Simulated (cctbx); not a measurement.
# Reading a Patterson map

Space group Fm-3m (no. 225), a = 12.1590 Å, b = 12.1590 Å, c = 12.1590 Å, α = 90.00°, β = 90.00°, γ = 90.00°, content Ru28 Zr24 Zn64.

Simulated single-crystal data (cctbx): Mo Kα, λ = 0.71073 Å, to d = 0.77 Å, 95 % of the full sphere, strongest reflection 70000 counts, noise from counting, a 4 % proportional error and a noise floor of 2 counts (s.d.); no absorption.

Patterson synthesis, origin scaled to 1000:

```text
Patterson group F m -3 m
      u       v       w   height  length (A)
  0.000   0.000   0.000   1000.0     0.00
  0.000   0.250   0.250    428.9     4.30
  0.127   0.127   0.127    366.6     2.68
  0.000   0.000   0.500    316.2     6.08
  0.125   0.125   0.375    309.7     5.04
  0.250   0.250   0.250    250.6     5.27
  0.000   0.000   0.259    237.1     3.15
  0.000   0.203   0.203     89.1     3.49
  0.049   0.155   0.155     55.1     2.73
  0.000   0.000   0.410     17.7     4.99
  0.192   0.192   0.308     11.1     4.99
  0.000   0.027   0.088     -0.1     1.12
  0.095   0.147   0.195     -4.7     3.18
  0.000   0.062   0.062     -5.6     1.07
```

Q: Assign the vectors.

A peak at u stands for all pairs with xi − xj = u, with weight Σ ZiZj against Σ Z² = 150208 at the origin. Peak heights follow these weights only roughly, since form factors, motion and series ripples differ, all vectors within 0.55 Å of a peak are counted as merged into it though the farther ones add only part of their weight, and F(000) is left out, which lowers the whole map:

| u | v | w | shortest length (Å) | height | 1000 ΣZiZj/ΣZ² | pairs in the cell |
| --- | --- | --- | --- | --- | --- | --- |
| 0.000 | 0.250 | 0.250 | 4.30 | 429 | 405 | 24 × Ru–Ru, 16 × Zn–Zn |
| 0.127 | 0.127 | 0.127 | 2.67 | 367 | 473 | 32 × Ru–Zn, 24 × Zr–Zn |
| 0.000 | 0.000 | 0.500 | 6.08 | 316 | 309 | 24 × Ru–Ru |
| 0.125 | 0.125 | 0.375 | 5.04 | 310 | 594 | 48 × Zr–Zn, 24 × Ru–Zn |
| 0.250 | 0.250 | 0.250 | 5.27 | 251 | 658 | 48 × Ru–Zr, 16 × Zn–Zn |
| 0.000 | 0.000 | 0.259 | 3.15 | 237 | 565 | 40 × Ru–Zr, 16 × Zn–Zn |
| 0.000 | 0.203 | 0.203 | 3.49 | 89 | 133 | 8 × Zr–Zr, 8 × Zn–Zn |
| 0.049 | 0.155 | 0.155 | 2.73 | 55 | 64 | 8 × Zr–Zn |

The table stops at ten peaks or at a height of 45, below which ripples compete. In the model behind the data Ru, the heaviest element, has 2 independent sites: (0, 3/4, 3/4) and (0, 0, 0), up to an allowed shift of origin; the Ru–Ru vectors are differences of these positions and their symmetry mates. Elements of similar Z can't be told apart from the map alone. The whole model:

| atom | mult. | x | y | z | Ueq (Å²) |
| --- | --- | --- | --- | --- | --- |
| Ru1 | 24 | 0 | 3/4 | 3/4 | 0.0067 |
| Ru2 | 4 | 0 | 0 | 0 | 0.0061 |
| Zr1 | 24 | 0.7132 | 0 | 0 | 0.0060 |
| Zn1 | 32 | 0.3442 | 0.8442 | 0.8442 | 0.0080 |
| Zn2 | 32 | 0.1258 | 0.6258 | 0.6258 | 0.0051 |

The model was made for the exercise: a known structure type with other elements put in, its volume estimated, not relaxed; displacement parameters are assumed.

[Logs are printed without paths, hosts, clocks, repeated set-up lines and the standing remarks that a program may print on its own settings, such as how far it seeks lower states.]
